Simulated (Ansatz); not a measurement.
# Site preference of a vacancy of Zn in amorphous Hg20Zn15S35 (70 atoms), part 3 of 4

Aim: make a vacancy of Zn at several sites of amorphous Hg20Zn15S35 (70 atoms), relax each, and compare their energies.

Ansatz 0.2.0; Kohn-Sham DFT, PBE, PAW (set soft_2), plane waves.

The cell: 20 Hg, 15 Zn and 35 S. The quench rate of 500 K/ps far exceeds what a furnace or splat quench reaches. The network of bonds at the start is that of the classical potential that made the cell. The Brillouin zone is sampled at Γ only, in a cell whose shortest periodic width is 12 Å. Spin–orbit coupling is left out.

So far. Step 3 (Relaxation): The relaxation converged after 34 steps, 16.8 eV below its start, with a largest force component of 0.049 eV/Å. Step 5 (Vacancy of Zn, site Zn35): The relaxation converged after 33 steps, 2.58 eV below its start, with a largest force component of 0.037 eV/Å.

## Step 6: Vacancy of Zn, site Zn25

The site has 4 bonded neighbours (S4) at 2.34 Å on average. 

Input and log are left out; they have the form of those shown for this kind of step.

It took 7.7 min on 4 threads of Arm Neoverse V1, shared host; peak memory 2.4 GiB; 30 min of CPU time.

The relaxation converged after 17 steps, 1.31 eV below its start, with a largest force component of 0.048 eV/Å.

The surroundings of the place of the removed atom, after relaxation: 10 atoms, nearest first, with positions taken from that point. Atoms keep their numbers of the cell before the removal, where the removed atom was number 25.

```csv
atom,x,y,z,distance (Å),bonds
S62,-1.66,0.47,-0.90,1.94,3
S46,1.58,1.44,0.72,2.25,4
Zn28,-0.02,1.97,-1.25,2.33,4
S53,1.24,-1.05,-1.90,2.50,2
S36,-1.67,-0.27,1.97,2.60,2
Hg4,-1.81,-0.74,-2.98,3.57,3
Hg5,0.54,2.59,2.60,3.71,3
Zn23,2.52,0.68,-2.76,3.80,4
S67,-0.73,-1.01,3.68,3.89,3
Hg19,3.89,0.11,0.81,3.98,4
```

The column of bonds counts only the pairs S-S within 2.37 Å, S-Hg within 2.83 Å, S-Zn within 2.88 Å; other neighbours, such as metal atoms beside each other in a compound, aren't counted, and periodic images can show an atom twice.

The largest move is 1.58 Å, by Zn28.

## Step 7: Vacancy of Zn, site Zn27

The site has 4 bonded neighbours (S4) at 2.42 Å on average. 

Input and log are left out; they have the form of those shown for this kind of step.

Run time: 13 min. Hardware: 4 threads of Arm Neoverse V1, shared host; peak memory 2.4 GiB.

The relaxation converged after 29 steps, 2.36 eV below its start, with a largest force component of 0.031 eV/Å.

## Step 8: Vacancy of Zn, site Zn26

The site has 4 bonded neighbours (S4) at 2.38 Å on average. 

Contents of input.yaml:

```yaml
crystal:
  lattice:
    - [11.8242, 0.0, 0.0]
    - [0.0, 11.8242, 0.0]
    - [0.0, 0.0, 11.8242]
  atoms:
    [... atom lines 1 to 22 left out ...]
    - { symbol: Zn, position: [0.42168, 0.33316, 0.38594] }
    - { symbol: Zn, position: [0.99573, 0.59939, 0.71891] }
    - { symbol: Zn, position: [0.20457, 0.29366, 0.6081] }
    - { symbol: Zn, position: [0.73049, 0.65333, 0.66494] }
    - { symbol: Zn, position: [0.16135, 0.48716, 0.37831] }
    - { symbol: Zn, position: [0.89483, 0.42197, 0.50778] }
    - { symbol: Zn, position: [0.00301, 0.10268, 0.98695] }
    [... atom lines 30 to 69 left out ...]
kpoints:
  mp_grid: { grid: [1, 1, 1] }
hamiltonian:
  xc: pbe
scf:
  occupations: { method: fermi_dirac, width: 0.05 }
output:
  forces: true
  eigenvalues: true
relax:
  f_tol: 0.05
  max_steps: 90
```

Run with:

```bash
$ ansatz run input.yaml --threads 4 --pin off --max-ram 8192MiB --backend cpu --events-out ev --progress --plain --runs-dir out
```

Numbers of over 12 decimals in the logs are rounded to 6 here.

What it wrote:

```text
[...]
Crystal: 69 atoms, lattice volume = 1653.162 Å³
Basis set: ecut = 420 eV, 32423 PW (Γ), exchange–correlation on 160×160×160 points (8 copies of the dense FFT grid, shifted against one another)
Bands: 467, of which v1, the nominal top of the filled ones, is band 389 counted from 1 (388 counted from 0)
Symmetry: 1 space group operations
[...]
k-points: 1
[...]
SCF iter   1: F=—  HF=-354321.972827 eV  |F-HF|=—  |Δ(HF+E_count)|=         —  Δρ=7.05e-3  dr2=2.92e0  ethr=1.77e-3  ⟨swp⟩=6.0  Hψ=1888  notcnv=0  defer=17
[...]
SCF iter   8: F=—  HF=-354321.749313 eV  |F-HF|=—  |Δ(HF+E_count)|=   5.95e-5  Δρ=6.10e-5  dr2=1.80e-4  ethr=6.60e-8  ⟨swp⟩=2.0  Hψ=658  notcnv=0  defer=71
SCF iter   9: F=-354321.749248 eV  HF=-354321.749295 eV  |F-HF|=4.70e-5  |Δ(HF+E_count)|=   1.86e-5  Δρ=3.34e-5  dr2=5.24e-5  ethr=8.03e-9  ⟨swp⟩=9.0  Hψ=1926  notcnv=0
SCF 1 converged in 9 iterations: F = -354321.749248 eV  dr2 = 5.24e-5
[...]
relax step   1: F+E_penalty+E_count = -354321.74924784 eV  Δ(F+E_penalty+E_count) = +0.000e0 eV  max|allowed force component| = 4.941e-1 eV/Å  Δτ_max = 0.0000 Å  (9 SCF iters, dr2 threshold 6.25e-5 eV, accepted)
[...]
relax step   2: F+E_penalty+E_count = -354322.14909569 eV  Δ(F+E_penalty+E_count) = -3.998e-1 eV  max|allowed force component| = 3.036e-1 eV/Å  Δτ_max = 0.1937 Å  (9 SCF iters, dr2 threshold 1.53e-5 eV, accepted)
[...]
relax step   3: F+E_penalty+E_count = -354322.29287827 eV  Δ(F+E_penalty+E_count) = -1.438e-1 eV  max|allowed force component| = 2.721e-1 eV/Å  Δτ_max = 0.1545 Å  (9 SCF iters, dr2 threshold 5.76e-6 eV, accepted)
relax step   4: F+E_penalty+E_count = -354322.44537374 eV  Δ(F+E_penalty+E_count) = -1.525e-1 eV  max|allowed force component| = 2.580e-1 eV/Å  Δτ_max = 0.2000 Å  (7 SCF iters, dr2 threshold 2.79e-5 eV, accepted)
relax step   5: F+E_penalty+E_count = -354322.61297005 eV  Δ(F+E_penalty+E_count) = -1.676e-1 eV  max|allowed force component| = 1.862e-1 eV/Å  Δτ_max = 0.1951 Å  (6 SCF iters, dr2 threshold 5.35e-5 eV, accepted)
relax step   6: F+E_penalty+E_count = -354322.76680815 eV  Δ(F+E_penalty+E_count) = -1.538e-1 eV  max|allowed force component| = 1.768e-1 eV/Å  Δτ_max = 0.1951 Å  (6 SCF iters, dr2 threshold 1.80e-5 eV, accepted)
relax step   7: F+E_penalty+E_count = -354322.93112637 eV  Δ(F+E_penalty+E_count) = -1.643e-1 eV  max|allowed force component| = 1.777e-1 eV/Å  Δτ_max = 0.1950 Å  (7 SCF iters, dr2 threshold 1.63e-5 eV, accepted)
relax step   8: F+E_penalty+E_count = -354323.05373180 eV  Δ(F+E_penalty+E_count) = -1.226e-1 eV  max|allowed force component| = 1.665e-1 eV/Å  Δτ_max = 0.1945 Å  (7 SCF iters, dr2 threshold 2.85e-5 eV, accepted)
relax step   9: F+E_penalty+E_count = -354323.15158263 eV  Δ(F+E_penalty+E_count) = -9.785e-2 eV  max|allowed force component| = 1.834e-1 eV/Å  Δτ_max = 0.1946 Å  (6 SCF iters, dr2 threshold 2.44e-5 eV, accepted)
relax step  10: F+E_penalty+E_count = -354323.24513450 eV  Δ(F+E_penalty+E_count) = -9.355e-2 eV  max|allowed force component| = 1.573e-1 eV/Å  Δτ_max = 0.1951 Å  (6 SCF iters, dr2 threshold 2.95e-5 eV, accepted)
relax step  11: F+E_penalty+E_count = -354323.35925255 eV  Δ(F+E_penalty+E_count) = -1.141e-1 eV  max|allowed force component| = 2.103e-1 eV/Å  Δτ_max = 0.1954 Å  (6 SCF iters, dr2 threshold 1.82e-5 eV, accepted)
relax step  12: F+E_penalty+E_count = -354323.49272792 eV  Δ(F+E_penalty+E_count) = -1.335e-1 eV  max|allowed force component| = 1.732e-1 eV/Å  Δτ_max = 0.1961 Å  (6 SCF iters, dr2 threshold 3.25e-5 eV, accepted)
relax step  13: F+E_penalty+E_count = -354323.58840851 eV  Δ(F+E_penalty+E_count) = -9.568e-2 eV  max|allowed force component| = 4.553e-1 eV/Å  Δτ_max = 0.1951 Å  (7 SCF iters, dr2 threshold 2.03e-5 eV, accepted)
relax step  14: F+E_penalty+E_count = -354323.70285407 eV  Δ(F+E_penalty+E_count) = -1.144e-1 eV  max|allowed force component| = 2.423e-1 eV/Å  Δτ_max = 0.2000 Å  (6 SCF iters, dr2 threshold 1.00e-4 eV, accepted)
relax step  15: F+E_penalty+E_count = -354323.76434401 eV  Δ(F+E_penalty+E_count) = -6.149e-2 eV  max|allowed force component| = 1.546e-1 eV/Å  Δτ_max = 0.1969 Å  (7 SCF iters, dr2 threshold 1.66e-5 eV, accepted)
relax step  16: F+E_penalty+E_count = -354323.82744076 eV  Δ(F+E_penalty+E_count) = -6.310e-2 eV  max|allowed force component| = 1.388e-1 eV/Å  Δτ_max = 0.0861 Å  (7 SCF iters, dr2 threshold 6.77e-6 eV, accepted)
relax step  17: F+E_penalty+E_count = -354323.90430191 eV  Δ(F+E_penalty+E_count) = -7.686e-2 eV  max|allowed force component| = 1.905e-1 eV/Å  Δτ_max = 0.2000 Å  (7 SCF iters, dr2 threshold 7.84e-6 eV, accepted)
relax step  18: F+E_penalty+E_count = -354323.97033341 eV  Δ(F+E_penalty+E_count) = -6.603e-2 eV  max|allowed force component| = 1.738e-1 eV/Å  Δτ_max = 0.1947 Å  (6 SCF iters, dr2 threshold 2.93e-5 eV, accepted)
relax step  19: F+E_penalty+E_count = -354324.01843346 eV  Δ(F+E_penalty+E_count) = -4.810e-2 eV  max|allowed force component| = 1.032e-1 eV/Å  Δτ_max = 0.1949 Å  (6 SCF iters, dr2 threshold 2.51e-5 eV, accepted)
relax step  20: F+E_penalty+E_count = -354324.07001267 eV  Δ(F+E_penalty+E_count) = -5.158e-2 eV  max|allowed force component| = 8.045e-2 eV/Å  Δτ_max = 0.2000 Å  (8 SCF iters, dr2 threshold 3.76e-6 eV, accepted)
relax step  21: F+E_penalty+E_count = -354324.09043398 eV  Δ(F+E_penalty+E_count) = -2.042e-2 eV  max|allowed force component| = 8.107e-2 eV/Å  Δτ_max = 0.1591 Å  (10 SCF iters, accepted)
relax step  22: F+E_penalty+E_count = -354324.10526279 eV  Δ(F+E_penalty+E_count) = -1.483e-2 eV  max|allowed force component| = 7.226e-2 eV/Å  Δτ_max = 0.0637 Å  (6 SCF iters, dr2 threshold 3.99e-6 eV, accepted)
relax step  23: F+E_penalty+E_count = -354324.11598439 eV  Δ(F+E_penalty+E_count) = -1.072e-2 eV  max|allowed force component| = 9.229e-2 eV/Å  Δτ_max = 0.2000 Å  (8 SCF iters, dr2 threshold 4.15e-6 eV, accepted)
relax step  24: F+E_penalty+E_count = -354324.13378444 eV  Δ(F+E_penalty+E_count) = -1.780e-2 eV  max|allowed force component| = 9.157e-2 eV/Å  Δτ_max = 0.0390 Å  (6 SCF iters, dr2 threshold 6.77e-6 eV, accepted)
relax step  25: F+E_penalty+E_count = -354324.14422736 eV  Δ(F+E_penalty+E_count) = -1.044e-2 eV  max|allowed force component| = 9.454e-2 eV/Å  Δτ_max = 0.0642 Å  (6 SCF iters, dr2 threshold 8.26e-6 eV, accepted)
relax step  26: F+E_penalty+E_count = -354324.15945115 eV  Δ(F+E_penalty+E_count) = -1.522e-2 eV  max|allowed force component| = 9.320e-2 eV/Å  Δτ_max = 0.1672 Å  (6 SCF iters, dr2 threshold 8.80e-6 eV, accepted)
relax step  27: F+E_penalty+E_count = -354324.17082307 eV  Δ(F+E_penalty+E_count) = -1.137e-2 eV  max|allowed force component| = 2.105e-1 eV/Å  Δτ_max = 0.1933 Å  (7 SCF iters, dr2 threshold 8.44e-6 eV, accepted)
relax step  28: F+E_penalty+E_count = -354324.07051875 eV  Δ(F+E_penalty+E_count) = +1.003e-1 eV  max|allowed force component| = 6.007e-1 eV/Å  Δτ_max = 0.2000 Å  (7 SCF iters, dr2 threshold 4.31e-5 eV, rejected (line search))
[...]
relax step  29: F+E_penalty+E_count = -354324.19005411 eV  Δ(F+E_penalty+E_count) = -1.923e-2 eV  max|allowed force component| = 2.499e-2 eV/Å  Δτ_max = 0.0897 Å  (10 SCF iters, accepted)
SCF converged after 10 iterations
Free energy (F): -354324.190054 eV
[...]
Internal energy: -354324.189932 eV  (E = F + TS)
E sigma→0 (E₀):  -354324.189993 eV
Entropy (-TS):   -0.000122 eV (-0.002 meV/atom)
Fermi energy:    7.232730 eV
[...]
Σ components = -354324.190054   (vs F -354324.190054, Δ=0.00e0)
--- Forces (eV/Å), atoms counted from 1 ---
  atom   1  Hg     0.00369628     0.00795963    -0.00255967
  atom   2  Hg     0.00195580    -0.00474219    -0.01164883
  atom   3  Hg     0.00837063     0.00583441     0.00133018
  atom   4  Hg    -0.02223237     0.00549434     0.00064456
[...]
atom  69  S     -0.01305956    -0.01170451    -0.00470460
  max |Σ_I F_I| component: 2.95e-5 eV/Å
--- Band table (eV) ---
[...]
--- Relaxed structure (29 steps of the walk, 28 accepted, 0 SCFs on fresh bases) ---
  F+E_penalty+E_count = -354324.19005411 eV   max|allowed force component| = 2.499e-2 eV/Å
  atoms:
    - { symbol: Hg, position: [0.773238, 0.386315, 0.207295] }
    - { symbol: Hg, position: [0.105103, 0.685568, 0.255915] }
    - { symbol: Hg, position: [0.050346, 0.992775, 0.660793] }
    - { symbol: Hg, position: [1.060622, 0.239941, 0.355755] }
[...]
- { symbol: S, position: [0.586857, 0.061068, 0.621159] }
```

Wall time 12 min (4 threads of Arm Neoverse V1, shared host); peak memory 2.4 GiB; 48 min of CPU time.

The relaxation converged after 29 steps, 2.44 eV below its start, with a largest force component of 0.025 eV/Å.

## Step 9: Vacancy of Zn, site Zn33

The site has 4 bonded neighbours (S4) at 2.35 Å on average. 

Input and log are left out; they have the form of those shown for this kind of step.

It took 6.2 min on 4 threads of Arm Neoverse V1, shared host; peak memory 2.4 GiB; 24 min of CPU time.

The relaxation converged after 14 steps, 1.81 eV below its start, with a largest force component of 0.023 eV/Å.

[end of part 3 of 4]

[Logs are printed without paths, hosts, clocks, repeated set-up lines and the standing remarks that a program may print on its own settings, such as how far it seeks lower states.]

[Hosts, paths, dates, database ids (printed as entryN), source tags and the programs' standing remarks are cut or masked in the printed files.]
